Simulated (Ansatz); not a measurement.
# Hf (Im-3m, 1 atom in the cell): following an unstable mode

Which phase does Hf (Im-3m, 1 atom in the cell) fall into along its unstable mode, and how much energy does it gain?

Method: DFT LDA, scalar-relativistic, plane waves, norm-conserving pseudopotentials, in Ansatz 0.2.0.

This is not the structure that Hf takes at ambient pressure and room temperature (hexagonal, No. 194); it is a model or a phase of other conditions.

## Step 1: The starting structure

The structure is cubic, space group Im-3m (No. 229). The conventional cell has a = 3.429 Å, b = 3.429 Å, c = 3.429 Å, α = 90.00°, β = 90.00°, γ = 90.00°. Hf has 8 Hf at 2.97 Å nearest.

## Step 2: The dispersion

The cell comes from relaxations at this level that are not shown. Stability and thermal properties need the whole zone. Linear response on a 4×4×4 q mesh gives force constants as far as a supercell of that size would.

File input.yaml:

```yaml
crystal:
  lattice:
    - [-1.7144954714, 1.7144954714, 1.7144954714]
    - [1.7144954714, -1.7144954714, 1.7144954714]
    - [1.7144954714, 1.7144954714, -1.7144954714]
  atoms:
    - { symbol: Hf, position: [0.0, 0.0, 0.0] }
kpoints:
  mp_grid: { grid: [16, 16, 16] }
hamiltonian:
  xc: lda
  pseudopotentials: { kind: nc }
scf:
  occupations: { method: methfessel_paxton, width: 0.15 }
output:
  eigenvalues: true
phonons:
  method: dfpt
  qmesh: [4, 4, 4]
  temperatures: { t_max: 1000, t_step: 50 }
  qpath:
    path:
      - [[0.0, 0.0, 0.0], [0.5, -0.5, 0.5], [0.0, 0.0, 0.5], [0.0, 0.0, 0.0], [0.25, 0.25, 0.25], [0.5, -0.5, 0.5]]
      - [[0.25, 0.25, 0.25], [0.0, 0.0, 0.5]]
    npoints: 10
```

Run with:

```bash
ansatz run input.yaml --threads 4 --pin off --max-ram 7168MiB --backend cpu --events-out ev --progress --plain --runs-dir out
```

The log of the run:

```text
Engine: ansatz 0.2.0, aarch64-unknown-linux-gnu
Pseudopotentials: kind: nc
Pseudopotential: Hf, nc, valence charge 12, recommended cutoff 789.130201 eV (normal), Hf.nc.azcp (PseudoDojo's, or run here from an input of PseudoDojo's: the run reads no file of this project's for it)
Functional definition: SPW92
  exchange = slater_x
  correlation = pw_c
Crystal: 1 atoms, lattice volume = 20.159 Å³
Basis set: ecut = 789.130201 eV, 959 PW (Γ), exchange–correlation on 60×60×60 points (8 copies of the dense FFT grid, shifted against one another)
Bands: 10, of which v1, the nominal top of the filled ones, is band 6 counted from 1 (5 counted from 0)
Symmetry: 48 space group operations
k-points: 145 of 4096
Non-local potential: Hf, projectors of the file, l = 0: 2, l = 1: 2, l = 2: 2, l = 3: 2
Initial density: superposition of atomic densities (chi_scale 0.1, normalization cell)
Initial wavefunctions: pseudopotential atomic-orbital guess
Functional: x = slater, c = lda
SCF iter   1: F=—  HF=-1535.920763 eV  |F-HF|=—  |Δ(HF+E_count)|=         —  Δρ=2.39e-2  dr2=1.48e-1  ethr=3.10e-3  ⟨swp⟩=6.2  Hψ=10587  notcnv=0
preconditioner: auto → none  [metal: Δε(μ)=0.017 eV  Ē_g=6.447 eV  σ=0.150 eV  W_gap=0.10  n_scr=0 (ndim 8)  ℏωp=16.5 eV  f_vac=0.000  D(μ)=1.41/eV (n_scr^D=12)]
SCF iter   2: F=—  HF=-1535.861843 eV  |F-HF|=—  |Δ(HF+E_count)|=   5.89e-2  S|Δr|=    0.00e0  Δρ=7.98e-3  dr2=1.08e-2  ethr=1.23e-3  ⟨swp⟩=2.9  Hψ=3577  notcnv=0  defer=13
SCF iter   3: F=—  HF=-1535.859014 eV  |F-HF|=—  |Δ(HF+E_count)|=   2.83e-3  S|Δr|=    0.00e0  Δρ=2.07e-3  dr2=3.38e-4  ethr=9.04e-5  ⟨swp⟩=2.8  Hψ=2196  notcnv=0  defer=13
SCF iter   4: F=—  HF=-1535.859018 eV  |F-HF|=—  |Δ(HF+E_count)|=   3.97e-6  S|Δr|=    0.00e0  Δρ=1.32e-4  dr2=1.20e-6  ethr=2.82e-6  ⟨swp⟩=2.2  Hψ=1940  notcnv=0  defer=13
SCF iter   5: F=—  HF=-1535.859019 eV  |F-HF|=—  |Δ(HF+E_count)|=   1.32e-6  S|Δr|=    0.00e0  Δρ=1.36e-5  dr2=1.97e-8  ethr=1.00e-8  ⟨swp⟩=3.0  Hψ=2880  notcnv=0  defer=13
SCF iter   6: F=—  HF=-1535.859019 eV  |F-HF|=—  |Δ(HF+E_count)|=   1.54e-9  S|Δr|=    0.00e0  Δρ=2.01e-6  dr2=1.01e-9  ethr=1.64e-10  ⟨swp⟩=2.9  Hψ=2686  notcnv=0  defer=13
SCF iter   7: F=—  HF=-1535.859019 eV  |F-HF|=—  |Δ(HF+E_count)|=  4.57e-10  S|Δr|=    0.00e0  Δρ=2.39e-7  dr2=1.34e-11  ethr=8.41e-12  ⟨swp⟩=2.6  Hψ=2447  notcnv=0  defer=13
SCF iter   8: F=-1535.859019 eV  HF=-1535.859019 eV  |F-HF|=0.00e0  |Δ(HF+E_count)|=  5.91e-12  S|Δr|=    0.00e0  Δρ=2.76e-8  dr2=1.91e-13  ethr=1.00e-12  ⟨swp⟩=9.8  Hψ=9362  notcnv=0
SCF 1 converged in 8 iterations: F = -1535.859019 eV  dr2 = 1.91e-13
NSCF: frozen V_eff on 145 k-points
WARN: eigensolver did not converge in 6 slots of this pass, the one above among them; of largest residual over every band (k=70): 1 band(s) unlocked (lowest unlocked band 9, counted from 0; max residual 4.41e-4 eV among the unlocked bands, 4.41e-4 eV over every band); of lowest unlocked band (k=25): band 9
NSCF: frozen V_eff on 349 k-points
DFPT response loops at q = (0, 0, 0) (fractional): preconditioner auto → Kerker (q_TF=auto, 2.502 Å⁻¹) (partly filled bands, converged f_vac=0.000); β = 1.00, the filter's whole step (`scf.mixing.beta` (0.50) is not read by the response loops under this deck's `scf.mixing.preconditioner`; to damp them name `kerker` or `kerker_dos`, under which they read `scf.mixing.beta`, and type it under 1.00, their step now; both keys bind the ground state too); Broyden in place of MSR1
NSCF: frozen V_eff on 4352 k-points
DFPT response loops at q = (0, 0, 0.25) (fractional): mixed as the last ones told, above
NSCF: frozen V_eff on 2196 k-points
DFPT response loops at q = (0, 0, -0.5) (fractional): mixed as the last ones told, above
NSCF: frozen V_eff on 8192 k-points
DFPT response loops at q = (0, 0.25, 0.25) (fractional): mixed as the last ones told, above
NSCF: frozen V_eff on 1178 k-points
DFPT response loops at q = (0.25, 0.25, 0.25) (fractional): mixed as the last ones told, above
NSCF: frozen V_eff on 2320 k-points
DFPT response loops at q = (0.25, 0.25, -0.25) (fractional): mixed as the last ones told, above
NSCF: frozen V_eff on 4352 k-points
DFPT response loops at q = (0.25, -0.5, -0.5) (fractional): mixed as the last ones told, above
NSCF: frozen V_eff on 698 k-points
DFPT response loops at q = (-0.5, -0.5, -0.5) (fractional): mixed as the last ones told, above
SCF converged after 8 iterations
Stability not checked: this state was not tested for a lower state beside it, because cold or Methfessel-Paxton smearing, or corrected tetrahedra, fill the levels in a way that the test cannot read (fill_not_monotonic; see scf.lower_state_search)
Free energy (F): -1535.859019 eV
Harris-Foulkes:  -1535.859019 eV  (|F-HF|=0.00e0)
Internal energy: -1535.858587 eV  (E = F + TS)
E sigma→0 (E₀):  -1535.858911 eV
Entropy (-TS):   -0.000432 eV (-0.432 meV/atom)
Fermi energy:    15.697506 eV
--- Per-component energies (eV) ---
  E_band       = -120.974578
  E_kinetic    = 398.097578
  E_local      = -695.885478  (includes V_loc(G=0)·N_el)
  E_nonlocal   = 69.038916
  E_hartree    = 179.028376
  E_xc         = -385.795514
  E_vxc        = -250.282356  (∫ρ·V_xc dr)
  E_ewald      = -1100.342465
  E_smearing   = -0.000432  (= −TS)
  E_closure    = 0.000000  (closes the sum)
  Σ components = -1535.859019   (vs F -1535.859019, Δ=0.00e0)
--- Band table (eV; the first three rows and the last of 145) ---
  k-point 0: bands = ["-45.5453", "-13.6800", "-13.6800", "-13.6800", "8.3594", "17.2207", "17.2207", "17.2207", "20.3323", "20.3323"]
  k-point 1: bands = ["-45.5412", "-13.7285", "-13.6946", "-13.6803", "8.5243", "17.1044", "17.1799", "17.3847", "20.1360", "20.3297"]
  k-point 2: bands = ["-45.5294", "-13.8644", "-13.7362", "-13.6812", "8.9981", "16.7932", "17.0030", "17.8708", "19.7830", "20.3362"]
  k-point 144: bands = ["-45.3556", "-14.4832", "-14.4832", "-14.4832", "12.6512", "12.6512", "23.2352", "23.2352", "23.2352", "23.8393"]
--- Phonons (Γ-DFPT): 1 representative perturbation + reference (Σ response iterations 2) ---
  ASR residual: 7.403e-5 → 0.000e0 eV/Å²; symmetrization residual: 4.066e-20 eV/Å²
  ASR residual per site (eV/Å²): 7.40e-5
  Γ frequencies (cm⁻¹): 0.00 0.00 0.00
--- Phonons (arbitrary-q DFPT): 8 irreducible q on the 4×4×4 mesh ---
  q = [0.0000, 0.0000, 0.0000] (star 1, of the zone-centre solve; hermiticity 2.39e-24, symmetrization 9.15e-16): -0.00 -0.00 -0.00
  q = [0.0000, 0.0000, 0.2500] (star 12, 2 solved perturbations in 3336 linear systems a pass and spin channel, the states on 2176 of 4096 k-point pairs; hermiticity 8.06e-14, symmetrization 4.93e-14, the responses' own estimated error 3.4e-4 eV/Å²): -41.74 54.21 94.25
  q = [0.0000, 0.0000, -0.5000] (star 6, 2 solved perturbations in 1719 linear systems a pass and spin channel, the states on 1098 of 4096 k-point pairs; hermiticity 3.11e-14, symmetrization 1.31e-13, the responses' own estimated error 3.8e-4 eV/Å²): -85.24 82.00 85.52
  q = [0.0000, 0.2500, 0.2500] (star 24, 2 solved perturbations in 6272 linear systems a pass and spin channel, the states on 4096 of 4096 k-point pairs; hermiticity 1.28e-5, symmetrization 6.79e-14, the responses' own estimated error 3.2e-4 eV/Å²): -53.64 58.06 110.36
  q = [0.2500, 0.2500, 0.2500] (star 2, 1 solved perturbation on 589 of 4096 k-point pairs; hermiticity 3.56e-13, symmetrization 3.56e-12, the responses' own estimated error 3.5e-4 eV/Å²): -27.98 -27.98 -27.98
  q = [0.2500, 0.2500, -0.2500] (star 6, 2 solved perturbations in 1808 linear systems a pass and spin channel, the states on 1160 of 4096 k-point pairs; hermiticity 3.22e-13, symmetrization 1.07e-13, the responses' own estimated error 4.0e-4 eV/Å²): 71.47 87.26 87.26
  q = [0.2500, -0.5000, -0.5000] (star 12, 2 solved perturbations in 3336 linear systems a pass and spin channel, the states on 2176 of 4096 k-point pairs; hermiticity 8.08e-14, symmetrization 1.96e-14, the responses' own estimated error 4.2e-4 eV/Å²): 97.35 116.27 118.15
  q = [-0.5000, -0.5000, -0.5000] (star 1, 1 solved perturbation on 349 of 4096 k-point pairs; hermiticity 1.32e-14, symmetrization 3.58e-14, the responses' own estimated error 3.2e-4 eV/Å²): 140.83 140.83 140.83
  sum rule: each row above includes the acoustic sum rule's correction from the zone centre's row sums; it moved no ω² by more than (0.34 cm⁻¹)²
  mesh force constants: q→R imaginary residual 0.00e0; ASR residual 7.403e-5 → 0.000e0 eV/Å²; symmetrization residual 3.109e-15 eV/Å²
  interpolated dispersion: 62 rows × 3 modes
  density of states and harmonic sums: on the 28×28×28 q-mesh, interpolated from the force constants of a 4×4×4 supercell (no non-analytic term)
  largest difference from the sums on the solved wave vectors: F 4.73e-2 eV, S 5.89e-5 and C_V 1.20e-5 eV/K
  zero-point energy: 0.012358 eV/cell   skipped modes (ω ≤ 0): 408, of them read as no rigid motion or as one in doubt: 405 (6.620e-1 modes/cell left out, lowest -85.27 cm⁻¹)   left out of the sums: 2.21e-1 of the cell's modes: C_V's classical limit lies that fraction below 3 k_B per atom; for a crystal, a wire or a layer, F and S can be off by more, and a phonons.interpolated_qmesh denser along its periods is the remedy for the sampling
```

It took 4.6 min on 4 threads of Arm Neoverse N1, shared host; peak memory 4 GiB; 12 min of CPU time.

Numbers from this step:

| Property | Result |
| --- | --- |
| volume per atom | 20.16 Å³ |
| gap on the k-mesh | 0 eV |
| sum-rule residual before enforcement | 7.40e-5 eV/Å² |
| lowest frequency on the path | -85.27 cm⁻¹ |
| highest frequency on the path or at a solved wavevector | 140.8 cm⁻¹ |
| lowest mode on the q mesh (acoustic modes at Γ apart) | -85.24 cm⁻¹ |

Frequencies (cm⁻¹) solved at each irreducible wavevector; negative means imaginary. Frequencies by wavevector, by row:

```tsv
q in reciprocal lattice units	star	mode 1	mode 2	mode 3
0 0 0	1	0	0	0
0 0 0.25	12	-41.7	54.2	94.2
0 0 -0.5	6	-85.2	82	85.5
0 0.25 0.25	24	-53.6	58.1	110.4
0.25 0.25 0.25	2	-28	-28	-28
0.25 0.25 -0.25	6	71.5	87.3	87.3
0.25 -0.5 -0.5	12	97.3	116.3	118.2
-0.5 -0.5 -0.5	1	140.8	140.8	140.8
```

Interpolated from a 4×4×4 q mesh. Phonon branches along the path, in cm⁻¹:

```tsv
point	branch 1	branch 2	branch 3
Γ	0	0	0
halfway	72	87	87
H	141	141	141
halfway	97	116	118
N	-85	82	86
halfway	-42	54	94
Γ	0	0	0
halfway	-39	-39	120
P	-28	-28	-28
halfway	75	109	109
H	141	141	141
jump to P	-28	-28	-28
halfway	-83	65	86
N	-85	82	86
```

The phonon branches as a text plot (rows in cm⁻¹):

```
    136 |         ******                                ***
    127 |         *    **                              *
    117 |        *      **                 ***        **
    108 |       **        *               *          *
     98 |                *      **            *     * *
     89 |     ***          *****  *      *                    ***
     80 |                   ****                   * *       * **
     70 |    ***          *     *  *                        * *
     61 |   **                          *      *  *
     51 |  **                    *  *                        *
     42 |                         *              *          *
     32 | **                       *   *            *      *
     23 |                           **
     14 | *                          *  *
      4 |*                            **
     -5 |                            *   *
    -15 |                          **
    -24 |                                 *     *          *
    -33 |                         *
    -43 |                        *         *
    -52 |                                   ** *   *       *
    -62 |                  *                  *  *
    -71 |                       *                 *         *
    -81 |                   ****                             ****
         Γ           H       N        Γ         P        H|P    N
```

Symmetry leaves 8 wavevectors to solve. The lowest mode among them, the acoustic zeros apart, lies at q = (0, 0, -0.5) and is imaginary, 85.2i cm⁻¹, so the energy falls along it.

## Step 3: The mode frozen in, largest atomic shift 0 Å

The mode followed lies at q = (0, 0.25, 0.25) with frequency 53.6i cm⁻¹, one of the unstable modes though not the softest. At small amplitude the distorted cell has space group no. 11 by a symmetry search on the positions. The undistorted cell that holds it gives the zero of energy on the same k mesh.

System of this step: Hf. Symmetry: Im-3m, No. 229, cubic system. The conventional cell has a = 3.429 Å, b = 3.429 Å, c = 3.429 Å, α = 90.00°, β = 90.00°, γ = 90.00°. Hf has 8 Hf at 2.97 Å nearest.

input.yaml, the sections that differ from step 2:

```yaml
crystal:
  lattice:
    - [-1.7144954714, 1.7144954714, 1.7144954714]
    - [0.0, -3.4289909427, 3.4289909427]
    - [5.1434864141, 1.7144954714, 1.7144954714]
  atoms:
    - { symbol: Hf, position: [0.0, 0.0, 0.0] }
    - { symbol: Hf, position: [0.75, 0.5, 0.25] }
    - { symbol: Hf, position: [0.5, 0.0, 0.5] }
    - { symbol: Hf, position: [0.25, 0.5, 0.75] }
kpoints:
  mp_grid: { grid: [14, 8, 8] }
output:
  forces: true
  stress: true
  eigenvalues: true
# hamiltonian, scf: as in step 2
# phonons: removed
```

The log of the run:

```text
[...]
Crystal: 4 atoms, lattice volume = 80.636 Å³
Basis set: ecut = 789.130201 eV, 4005 PW (Γ)
Bands: 29, of which v1, the nominal top of the filled ones, is band 24 counted from 1 (23 counted from 0)
Symmetry: 16 space group operations
[...]
k-points: 290 of 896
[...]
k-point 0: bands = [... 20 lower, 14.9040, 14.9040, 14.9567, 15.7068, 15.7068, 17.2218, 17.2224, 17.2224, ... 1 higher]
  k-point 1: bands = [... 20 lower, 14.8891, 14.9774, 15.0734, 15.6588, 15.6958, 17.1451, 17.1490, 17.1732, ... 1 higher]
  k-point 2: bands = [... 20 lower, 15.0177, 15.0286, 15.3844, 15.4213, 15.7716, 16.7223, 16.9385, 17.0098, ... 1 higher]
  k-point 289: bands = [... 20 lower, 14.3965, 14.3965, 14.9569, 14.9569, 17.3168, 17.3168, 17.4687, 17.4687, ... 1 higher]
[key lines of the parts left out:]
SCF converged after 7 iterations
Free energy (F): -6143.434690 eV
Fermi energy:    15.684032 eV
P = ⅓ Tr σ = -0.1555 GPa (-1.555 kbar)
```

Run time: 58 s. Hardware: 4 threads; peak memory 1.1 GiB; 3.2 min of CPU time.

Numbers from this step:

- pressure: -0.1555 GPa
- energy from the undistorted cell: 0 meV/atom

The run ends at a pressure of -0.16 GPa.

## Step 4: The mode frozen in, largest atomic shift 0.22 Å

The atoms are moved along the unstable eigenvector, the largest shift by 0.22 Å, with the cell fixed.

input.yaml, the sections that differ from step 3:

```yaml
crystal:
  lattice:
    - [-1.7144954714, 1.7144954714, 1.7144954714]
    - [0.0, -3.4289909427, 3.4289909427]
    - [5.1434864141, 1.7144954714, 1.7144954714]
  atoms:
    - { symbol: Hf, position: [-0.0665245768, 0.0, 0.0120208092] }
    - { symbol: Hf, position: [0.8165245768, 0.5, 0.2379791908] }
    - { symbol: Hf, position: [0.5665245768, 0.0, 0.4879791908] }
    - { symbol: Hf, position: [0.1834754232, 0.5, 0.7620208092] }
# kpoints, hamiltonian, scf, output: as in step 3
```

The log of the run:

```text
[...]
Crystal: 4 atoms, lattice volume = 80.636 Å³
Basis set: ecut = 789.130201 eV, 4005 PW (Γ)
Bands: 29, of which v1, the nominal top of the filled ones, is band 24 counted from 1 (23 counted from 0)
Symmetry: 4 space group operations
[...]
k-points: 290 of 896
[...]
k-point 0: bands = [... 20 lower, 14.8819, 14.8837, 15.2061, 15.5006, 15.9179, 16.9264, 17.3177, 17.5247, ... 1 higher]
  k-point 1: bands = [... 20 lower, 14.8785, 15.0404, 15.2442, 15.5372, 15.8284, 16.8468, 17.1484, 17.4382, ... 1 higher]
  k-point 2: bands = [... 20 lower, 15.0251, 15.2851, 15.3408, 15.4540, 15.7403, 16.6705, 16.7330, 17.1911, ... 1 higher]
  k-point 289: bands = [... 20 lower, 14.2284, 14.2284, 15.1347, 15.1347, 16.5765, 16.5765, 17.5688, 17.5688, ... 1 higher]
[key lines of the parts left out:]
SCF converged after 7 iterations
Free energy (F): -6143.522348 eV
Fermi energy:    15.732111 eV
P = ⅓ Tr σ = 1.3852 GPa (13.852 kbar)
```

The job ended after 69 s (4 threads; peak memory 1.1 GiB; 4 min of CPU time).

Numbers from this step:

```yaml
pressure: 1.385 GPa
energy_from_the_undistorted_cell: -21.84 meV/atom
```

The energy, extrapolated to zero smearing, is -21.84 meV/atom against the undistorted cell.

The run ends at a pressure of 1.39 GPa, with forces up to 0.47 eV/Å.

## Step 5: Energy along the mode, all amplitudes (two of the runs are shown above)

An imaginary frequency means negative curvature, so the energy should fall and then rise again as anharmonic terms take over.

Numbers from this step:

```yaml
depth_at_the_lowest_point_sampled: 21.84 meV/atom
largest_atomic_shift_at_that_point: 0.22 Å
```

Table of energy from the parent by largest atomic shift:

```tsv
largest atomic shift (Å)	energy from the parent (meV/atom)
0.000	0
0.040	-1.38
0.080	-4.93
0.140	-13.0
0.220	-21.8
0.320	0.226
0.450	94.6
```

Displacement at unit largest shift by atom:

```tsv
atom	x (Å)	y (Å)	z (Å)	size
Hf1	0.799	-0.425	-0.425	1.000
Hf2	-0.799	0.425	0.425	1.000
Hf3	-0.799	0.425	0.425	1.000
Hf4	0.799	-0.425	-0.425	1.000
```

The lowest of the steps tried is at 0.22 Å, 21.8 meV/atom below the parent; the bottom of the well need not coincide with a step.

(Continued in part 2 of 2.)

[Logs are printed without paths, hosts, clocks, repeated set-up lines and the standing remarks that a program may print on its own settings, such as how far it seeks lower states.]

[Hosts, paths, dates, database ids (printed as entryN), source tags and the programs' standing remarks are cut or masked in the printed files.]
